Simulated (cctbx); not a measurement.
# Nb2SbTeIr2 with cctbx, script by script

Library: cctbx 2025.11. The data are simulated by the first script.

## 1. Simulate the data

run.py:

```python
from cctbx import adptbx, crystal, miller, sgtbx, xray
from cctbx.array_family import flex
from iotbx.shelx import hklf
from scitbx import matrix
import scitbx.random

cs = crystal.symmetry(unit_cell=(9.622, 3.343, 7.979, 90, 119.58, 90), space_group_symbol='Hall: C -2y')  # Cm
atoms = [  # label, site, U (iso, or U11 U22 U33 U12 U13 U23 in A^2), occupancy
    ("Ir1", (0.3462, 0.5, 0.811), 0.0048, 1),
    ("Ir2", (0.6585, 0.5, 0.1856), 0.0054, 1),
    ("Te1", (0.904, 0.5, 0.1037), 0.0059, 1),
    ("Sb1", (0.091, 0.5, 0.8788), 0.0061, 1),
    ("Nb1", (0.146, 0, 0.524), 0.0067, 1),
    ("Nb2", (0.8531, 0, 0.4743), 0.0061, 1),
]
xs = xray.structure(crystal_symmetry=cs)
for label, site, u, occ in atoms:
    u = adptbx.u_cif_as_u_star(cs.unit_cell(), u) if isinstance(u, tuple) else u
    xs.add_scatterer(xray.scatterer(label, site=site, u=u, occupancy=occ))
xs.set_inelastic_form_factors(0.56087, "sasaki")
xs.show_summary()
p1 = xs.expand_to_p1()
ms = miller.build_set(p1, anomalous_flag=True, d_min=0.75)
flex.set_random_seed(262548)
scitbx.random.set_random_seed(262548)
ms = ms.select(flex.random_double(ms.size()) < 0.7)
i = ms.structure_factors_from_scatterers(p1, algorithm="direct").f_calc().as_intensity_array().data()
i = i / flex.sqrt(1 + 0.1 * i / flex.max(i))  # extinction
i = i * 40000 / flex.max(i)
sig = flex.sqrt(i + flex.pow2(0.04 * i) + 2 ** 2)
noise = scitbx.random.variate(scitbx.random.normal_distribution())(i.size())
data = ms.array(data=i + sig * noise, sigmas=sig).set_observation_type_xray_intensity()
with open("data.hkl", "w") as f:
    data.export_as_shelx_hklf(f)
print("reflections written:", data.size(), " <I/sigma> = %.1f" % flex.mean(data.data() / data.sigmas()))
for h, a, b in list(data.sort("data"))[:12]:
    print("%4d%4d%4d %9.1f %7.1f" % (h + (a, b)))
```

```console
$ python run.py
```

```text
Number of scatterers: 6
At special positions: 6
Unit cell: (9.622, 3.343, 7.979, 90, 119.58, 90)
Space group: C 1 m 1 (No. 8)
reflections written: 1597  <I/sigma> = 10.0
   0   2   0   42374.4  1612.5
   0   0  -3   34123.7  1351.6
  -3   1   3   29616.8  1119.2
  -7   1   3   28780.0  1150.7
  -3  -1   3   27411.0  1119.2
   4   0   0   27065.4  1089.5
   1   1   1   26811.0  1033.0
  -4   0   0   26690.1  1094.8
  -1   1  -1   26424.7  1037.3
  -1  -1  -1   25281.3  1037.3
   0  -2  -3   22627.5   847.6
   0  -2   3   21266.4   842.6
```

It took 0.42 s on 1 thread of Arm Neoverse N1 (shared host), peak memory 0.07 GiB.

## 2. Symmetry

run.py:

```python
from cctbx import crystal, sgtbx, statistics
from cctbx.array_family import flex
from iotbx.shelx import hklf

p1 = crystal.symmetry(unit_cell=(9.622, 3.343, 7.979, 90, 119.58, 90), space_group_symbol="P 1")
raw = hklf.reader(file_name="data.hkl").as_miller_arrays(crystal_symmetry=p1, anomalous=True)[0]
print(raw.size(), "reflections to d = %.3f A" % raw.d_min())
isig = raw.data() / raw.sigmas()
print("centring   violations  <I/sigma> of those")
best = "P"
for c in "ABCIRF":
    a = raw.customized_copy(space_group_info=sgtbx.space_group_info("Hall: %s 1" % c)).sys_absent_flags().data()
    m = flex.mean(isig.select(a))
    print("%5s %10d of %5d %8.1f" % (c, (isig.select(a) > 4).count(True), a.count(True), m))
    if (isig.select(a) > 4).count(True) < 0.01 * a.count(True):
        best = c
raw = raw.select(~raw.customized_copy(space_group_info=sgtbx.space_group_info("Hall: %s 1" % best)).sys_absent_flags().data())
isig = raw.data() / raw.sigmas()
rows = []
for s in sgtbx.space_group_symbol_iterator():
    g = sgtbx.space_group(s)
    if g.conventional_centring_type_symbol() != best or not g.is_compatible_unit_cell(p1.unit_cell(), 1e-3, 0.02):
        continue
    rows.append((s, g))
print("Laue class    unique    Rint  (classes that these axes allow; Friedel mates merged)")
rint = {}
for s, g in rows:
    laue = g.build_derived_patterson_group()
    key = laue.type().hall_symbol()
    if key not in rint:
        m = raw.customized_copy(space_group_info=laue.info(), anomalous_flag=False).merge_equivalents()
        rint[key] = m.r_int()
        print("%-14s %6d %7.3f" % (laue.type().lookup_symbol(), m.array().size(), m.r_int()))
floor = min(rint.values())
good = [(s, g) for s, g in rows if rint[g.build_derived_patterson_group().type().hall_symbol()] < 2 * floor + 0.03]
top = max(g.build_derived_patterson_group().order_z() for s, g in good)
print("space group    extra absences  I>4sigma  <I/sigma>")
for s, g in good:
    laue = g.build_derived_patterson_group()
    if laue.order_z() != top:
        continue
    a = raw.customized_copy(space_group_info=g.info()).sys_absent_flags().data()
    a &= ~raw.customized_copy(space_group_info=laue.info()).sys_absent_flags().data()
    bad = (isig.select(a) > 4).count(True)
    if bad <= 0.03 * a.count(True):
        print("%-16s %8d %10d %9s  %s" % (s.universal_hermann_mauguin(), a.count(True), bad, "%.1f" % flex.mean(isig.select(a)) if a.count(True) else "-", "centric" if g.is_centric() else "acentric"))
laue = max(good, key=lambda t: t[1].build_derived_patterson_group().order_z())[1].build_derived_patterson_group()
f = raw.customized_copy(space_group_info=laue.info(), anomalous_flag=False).merge_equivalents().array().eliminate_sys_absent().f_sq_as_f()
f.set_observation_type_xray_amplitude()
bins = max(3, min(8, f.size() // 12))
f.setup_binner(n_bins=bins)
w = statistics.wilson_plot(f, {e: n / laue.order_z() for e, n in {'Ir': 4.0, 'Te': 2.0, 'Sb': 2.0, 'Nb': 4.0}.items()}, e_statistics=True)
print("Wilson B = %.2f A^2   <|E^2-1|> = %.3f (0.968 centric, 0.736 acentric)   E^2>4: %.1f %%" % (w.wilson_b, w.mean_e_sq_minus_1, w.percent_e_sq_gt_2))
print("shell (A)         n   <I/sigma>")
m = raw.customized_copy(space_group_info=laue.info(), anomalous_flag=False).merge_equivalents().array().eliminate_sys_absent()
for b in m.setup_binner(n_bins=bins).range_used():
    sel = m.binner().selection(b)
    print("%5.2f - %4.2f %6d %8.1f" % (min(m.binner().bin_d_range(b)[0] if m.binner().bin_d_range(b)[0] > 0 else 99, 99), m.binner().bin_d_range(b)[1], sel.count(True), flex.mean((m.data() / m.sigmas()).select(sel))))
```

```console
$ python run.py
```

```text
1597 reflections to d = 0.750 A
centring   violations  <I/sigma> of those
    A        404 of   800     10.4
    B        404 of   814     10.2
    C          0 of   798      0.0
    I        386 of   787      9.8
    R        542 of  1083     10.1
    F        404 of  1206      6.9
Laue class    unique    Rint  (classes that these axes allow; Friedel mates merged)
C 1 2/m 1         320   0.030
space group    extra absences  I>4sigma  <I/sigma>
C 1 2 1                 0          0         -  acentric
C 1 m 1                 0          0         -  acentric
C 1 2/m 1               0          0         -  centric
Wilson B = 0.48 A^2   <|E^2-1|> = 0.828 (0.968 centric, 0.736 acentric)   E^2>4: 1.6 %
shell (A)         n   <I/sigma>
 6.94 - 1.50     50     27.4
 1.50 - 1.19     37     27.5
 1.19 - 1.04     38     29.7
 1.04 - 0.94     48     24.1
 0.94 - 0.88     31     23.7
 0.88 - 0.83     40     28.9
 0.83 - 0.78     36     26.3
 0.78 - 0.75     40     24.3
```

Time: 0.42 s.

## 3. Patterson map

run.py:

```python
from cctbx import crystal, maptbx
from iotbx.shelx import hklf

cs = crystal.symmetry(unit_cell=(9.622, 3.343, 7.979, 90, 119.58, 90), space_group_symbol='Hall: C -2y')  # Cm
raw = hklf.reader(file_name="data.hkl").as_miller_arrays(crystal_symmetry=cs, anomalous=True)[0]
merged = raw.eliminate_sys_absent().merge_equivalents()
fo2 = merged.array().set_observation_type_xray_intensity()
f = fo2.average_bijvoet_mates().f_sq_as_f()
pm = f.patterson_map(symmetry_flags=maptbx.use_space_group_symmetry, sharpening=False, resolution_factor=0.25)
peaks = pm.peak_search(parameters=maptbx.peak_search_parameters(min_distance_sym_equiv=0.4, max_clusters=14)).all()
top = peaks.heights()[0]
print("Patterson group", f.patterson_symmetry().space_group_info())
print("      u       v       w   height  length (A)")
for x, h in zip(peaks.sites(), peaks.heights()):
    y = [t - round(t) for t in x]
    print("%7.3f %7.3f %7.3f %8.1f %8.2f" % (x + (1000 * h / top, cs.unit_cell().length(y))))
```

```console
$ python run.py
```

```text
Patterson group C 1 2/m 1
      u       v       w   height  length (A)
  0.000   0.000   0.000   1000.0     0.00
  0.248   0.500   0.072    355.9     2.73
  0.063   0.500   0.298    351.4     2.72
  0.187   0.500   0.625    307.4     4.51
  0.197   0.500   0.288    286.4     2.72
  0.012   0.000   0.666    282.7     2.72
  0.239   0.500   0.415    162.2     3.39
  0.057   0.500   0.639    147.1     3.60
  0.191   0.000   0.771     85.1     3.17
  0.204   0.500   0.956     49.9     2.73
  0.022   0.124   0.137     22.6     1.09
  0.172   0.367   0.147     20.7     1.93
  0.111   0.115   0.127     19.1     1.12
  0.075   0.113   0.935     16.8     1.14
```

Time: 0.42 s.

## 4. Charge flipping

run.py:

```python
import itertools
from cctbx import crystal, maptbx
from cctbx.array_family import flex
from iotbx.shelx import hklf
from smtbx.ab_initio import charge_flipping as cf

cs = crystal.symmetry(unit_cell=(9.622, 3.343, 7.979, 90, 119.58, 90), space_group_symbol='Hall: C -2y')  # Cm
raw = hklf.reader(file_name="data.hkl").as_miller_arrays(crystal_symmetry=cs, anomalous=True)[0]
merged = raw.eliminate_sys_absent().merge_equivalents()
fo2 = merged.array().set_observation_type_xray_intensity()
f = fo2.average_bijvoet_mates().f_sq_as_f().resolution_filter(d_min=2.2)
p1 = f.expand_to_p1()
work = p1
flex.set_random_seed(19786)
it = cf.weak_reflection_improved_iterator(delta=None, weak_reflection_fraction=0.3)
it.start(work, phases=flex.random_double(p1.size()) * 6.2832, f_000=0)
it.delta = 1.1 * it.rho_map.sigma()
print("cycle      R  skewness")
for n, st in enumerate(itertools.islice(it, 300)):
    if n % 25 == 0:
        print("%5d %6.3f %8.2f" % (n, st.r1_factor(), st.rho_map.skewness()))
rho = p1.phase_transfer(it.f_calc).fft_map().apply_volume_scaling()
polish = cf.low_density_elimination_iterator(constant_rho_c=rho.sigma())
polish.start(f_obs=p1, phases=it.f_calc, f_000=0)
for _ in range(8):
    next(polish)
print("origin shift          correlation  skewness")
maps = []
for fc, shift, cc in itertools.islice(cf.f_calc_symmetrisations(f, polish.f_calc, 0), 4):
    m = f.phase_transfer(fc).fft_map(symmetry_flags=maptbx.use_space_group_symmetry, resolution_factor=0.25).apply_sigma_scaling()
    maps.append((m.skewness(), cc, m))
    print("%6.3f %6.3f %6.3f %10.3f %9.2f" % (tuple(shift) + (cc, m.skewness())))
skew, cc, m = max((t for t in maps if t[1] > maps[0][1] - 0.04), key=lambda t: t[0])
print("taken: symmetry correlation %.3f, skewness %.2f" % (cc, skew))
peaks = m.peak_search(parameters=maptbx.peak_search_parameters(min_distance_sym_equiv=0.9, max_clusters=11)).all()
sps = cs.special_position_settings(min_distance_sym_equiv=0.5)
print("peak      x       y       z  mult  height/sigma")
for k, (x, h) in enumerate(zip(peaks.sites(), peaks.heights())):
    ss = sps.site_symmetry(x)
    print("Q%-3d %7.4f %7.4f %7.4f %4d %8.1f" % ((k + 1,) + tuple(t % 1 for t in ss.exact_site()) + (ss.multiplicity(), h)))
```

```console
$ python run.py
```

```text
cycle      R  skewness
    0  0.588     0.03
   25  0.445     0.89
   50  0.482     0.42
   75  0.435     0.78
  100  0.465    -0.04
  125  0.511     0.20
  150  0.516    -0.17
  175  0.430     0.50
  200  0.582    -0.09
  225  0.424     0.54
  250  0.481     0.01
  275  0.497     0.07
origin shift          correlation  skewness
-0.000  0.182 -0.000      1.000      1.18
taken: symmetry correlation 1.000, skewness 1.18
peak      x       y       z  mult  height/sigma
Q1    0.0396  0.0000  0.0602    2      4.5
Q2    0.1746  0.5000  0.4094    2      4.4
Q3    0.0140  0.5000  0.7078    2      2.8
Q4    0.2116  0.0000  0.7600    2      2.1
Q5    0.3866  0.5000  0.3527    2      1.4
Q6    0.3068  0.5000  0.1060    2      0.7
```

Time: 0.44 s.

This run holds a fault made on purpose: resolution cut far too low for atomic peaks.

## 5. Charge flipping

run.py, as its changes from the last script of this kind:

```diff
@@ -11 +11 @@
-f = fo2.average_bijvoet_mates().f_sq_as_f().resolution_filter(d_min=2.2)
+f = fo2.average_bijvoet_mates().f_sq_as_f().resolution_filter(d_min=0.9)
```

```console
$ python run.py
```

```text
cycle      R  skewness
    0  0.562     0.24
   25  0.312     2.86
   50  0.306     3.04
   75  0.331     3.00
  100  0.313     2.77
  125  0.308     3.00
  150  0.323     2.79
  175  0.308     2.73
  200  0.337     3.13
  225  0.323     2.68
  250  0.320     2.90
  275  0.306     2.78
origin shift          correlation  skewness
 0.000  0.027 -0.000      0.899      2.03
taken: symmetry correlation 0.899, skewness 2.03
peak      x       y       z  mult  height/sigma
Q1    0.1957  0.0000  0.8911    2      8.0
Q2    0.2248  0.0000  0.5605    2      6.6
Q3    0.4719  0.5000  0.9620    2      6.5
Q4    0.0165  0.5000  0.2634    2      5.9
Q5    0.3950  0.0000  0.6934    2      5.8
Q6    0.2810  0.5000  0.2212    2      4.6
Q7    0.3514  0.5000  0.1190    2      4.3
Q8    0.1484  0.5000  0.5822    2      4.2
Q9    0.3213  0.5000  0.3985    2      3.8
Q10   0.4783  0.0000  0.5343    2      3.3
Q11   0.4634  0.0000  0.9025    2      3.3
```

Time: 0.5 s.

## 6. Refinement (model from the peaks)

run.py:

```python
import math
from cctbx import adptbx, crystal, maptbx, sgtbx, xray
from cctbx.array_family import flex
from cctbx.xray import observations
from iotbx.shelx import hklf
from scitbx.lstbx import normal_eqns_solving
from smtbx import absolute_structure, utils
from smtbx.refinement import constraints, least_squares

cs = crystal.symmetry(unit_cell=(9.622, 3.343, 7.979, 90, 119.58, 90), space_group_symbol='Hall: C -2y')  # Cm
atoms = [  # label, site, U (iso, or U11 U22 U33 U12 U13 U23 in A^2), occupancy
    ("Ir1", (0.1957, 0, 0.8911), 0.0200, 1),
    ("Ir2", (0.2248, 0, 0.5605), 0.0200, 1),
    ("Nb1", (0.4719, 0.5, 0.962), 0.0200, 1),
    ("Sb1", (0.0165, 0.5, 0.2634), 0.0200, 1),
    ("Te1", (0.395, 0, 0.6934), 0.0200, 1),
    ("Nb2", (0.281, 0.5, 0.2212), 0.0200, 1),
]
xs = xray.structure(crystal_symmetry=cs)
for label, site, u, occ in atoms:
    u = adptbx.u_cif_as_u_star(cs.unit_cell(), u) if isinstance(u, tuple) else u
    xs.add_scatterer(xray.scatterer(label, site=site, u=u, occupancy=occ))
xs.set_inelastic_form_factors(0.56087, "sasaki")
raw = hklf.reader(file_name="data.hkl").as_miller_arrays(crystal_symmetry=cs, anomalous=True)[0]
merged = raw.eliminate_sys_absent().merge_equivalents()
fo2 = merged.array().set_observation_type_xray_intensity()
print("Rint %.3f, %d unique reflections to %.2f A" % (merged.r_int(), fo2.size(), fo2.d_min()))
for sc in xs.scatterers():
    sc.flags.set_grad_site(True)
    sc.flags.set_grad_u_aniso(sc.flags.use_u_aniso())
    sc.flags.set_grad_u_iso(sc.flags.use_u_iso())
obs = fo2.as_xray_observations()
extra = {}
rep = constraints.reparametrisation(xs, [], utils.connectivity_table(xs), **extra)
ls = least_squares.crystallographic_ls(obs, rep, weighting_scheme=least_squares.mainstream_shelx_weighting(a=0, b=0))
print("cycle     R1     wR2    GooF  max shift (A)")
for cycle in range(6):
    ls.build_up()
    r1, wr2, goof = ls.r1_factor(cutoff_factor=2)[0], ls.wR2(), ls.goof()
    old = xs.sites_cart()
    normal_eqns_solving.levenberg_marquardt_iterations(ls, n_max_iterations=3, tau=0.0001, step_threshold=1e-7)
    big = flex.max((xs.sites_cart() - old).norms())
    print("%4d %7.4f %7.4f %7.3f %9.5f" % (cycle + 1, r1, wr2, goof, big))
    ls.build_up(objective_only=True)
    if abs(ls.wR2() - wr2) < 5e-5 and big < 5e-4:
        break
ls.build_up()
print("final R1 %.4f wR2 %.4f GooF %.3f  parameters %d  data/parameter %.1f" % (ls.r1_factor(cutoff_factor=2)[0], ls.wR2(), ls.goof(), ls.n_parameters, fo2.size() / ls.n_parameters))
cov = ls.covariance_matrix_and_annotations()
su = dict(zip(cov.annotations, (math.sqrt(max(v, 0)) for v in cov.matrix.matrix_packed_u_diagonal())))
a2 = cs.unit_cell().reciprocal_parameters()[0] ** -2
print("atom        x        y        z      Ueq    occ   su(xyz)  su(Uiso or U11)")
for sc in xs.scatterers():
    s = max(su.get(sc.label + k, 0) for k in (".x", ".y", ".z"))
    npd = "" if sc.is_positive_definite_u(cs.unit_cell()) else "  NPD"
    print("%-5s %8.5f %8.5f %8.5f %8.4f %6.3f %8.5f %7.4f%s" % ((sc.label,) + sc.site + (sc.u_iso_or_equiv(cs.unit_cell()), sc.occupancy, s, su.get(sc.label + ".uiso", su.get(sc.label + ".u11", 0) * a2), npd)))
fo = fo2.f_sq_as_f()
fc = fo.structure_factors_from_scatterers(xs, algorithm="direct").f_calc()
diff = fo.f_obs_minus_f_calc(1 / math.sqrt(ls.scale_factor()), fc).average_bijvoet_mates()
m = diff.fft_map(symmetry_flags=maptbx.use_space_group_symmetry, resolution_factor=0.25).apply_volume_scaling()
print("difference map: max %.2f min %.2f rms %.2f" % (m.statistics().max(), m.statistics().min(), m.statistics().sigma()))
peaks = m.peak_search(parameters=maptbx.peak_search_parameters(min_distance_sym_equiv=0.6, max_clusters=5)).all()
near = xs.closest_distances(peaks.sites(), distance_cutoff=4)
sps = cs.special_position_settings(min_distance_sym_equiv=0.5)
for k, (x, h) in enumerate(zip(peaks.sites(), peaks.heights())):
    ss = sps.site_symmetry(x)
    print("Q%-3d %7.4f %7.4f %7.4f %4d %7.2f  %.2f A from %s" % ((k + 1,) + tuple(t % 1 for t in ss.exact_site()) + (ss.multiplicity(), h, near.smallest_distances[k], xs.scatterers()[near.i_seqs[k]].label)))
```

```console
$ python run.py
```

```text
Rint 0.025, 564 unique reflections to 0.75 A
cycle     R1     wR2    GooF  max shift (A)
   1  0.6417  0.8877  21.205   0.06754
   2  0.5612  0.8344  19.930   0.05954
   3  0.5119  0.7989  19.083   0.03802
   4  0.4660  0.7625  18.213   0.02545
   5  0.4198  0.7206  17.212   0.02767
   6  0.3919  0.6924  16.539   0.00378
final R1 0.3875 wR2 0.6880 GooF 16.433  parameters 18  data/parameter 31.3
atom        x        y        z      Ueq    occ   su(xyz)  su(Uiso or U11)
Ir1    0.20437  0.00000  0.88956   0.0150  1.000  0.00119  0.0026
Ir2    0.21817  0.00000  0.55890   0.0263  1.000  0.00123  0.0029
Nb1    0.45493  0.50000  0.96932   0.0056  1.000  0.00229  0.0033
Sb1    0.02193  0.50000  0.26456   0.0001  1.000  0.00172  0.0027
Te1    0.39467  0.00000  0.70216   0.0364  1.000  0.00357  0.0056
Nb2    0.28291  0.50000  0.20909   0.0128  1.000  0.00292  0.0041
difference map: max 184.60 min -59.18 rms 11.54
Q1    0.0185  0.5000  0.2670    2  184.61  0.05 A from Sb1
Q2    0.2064  0.0000  0.8916    2  182.45  0.02 A from Ir1
Q3    0.2182  0.0000  0.5535    2  139.54  0.04 A from Ir2
Q4    0.4621  0.5000  0.9737    2  130.10  0.06 A from Nb1
Q5    0.2712  0.5000  0.1994    2  103.03  0.10 A from Nb2
```

Run time: 0.78 s on 1 thread of Arm Neoverse N1, with other jobs on the host, peak memory 0.09 GiB.

Figures of merit this high mean that the model is still wrong or incomplete.

[Logs are printed without paths, hosts, clocks, repeated set-up lines and the standing remarks that a program may print on its own settings, such as how far it seeks lower states.]
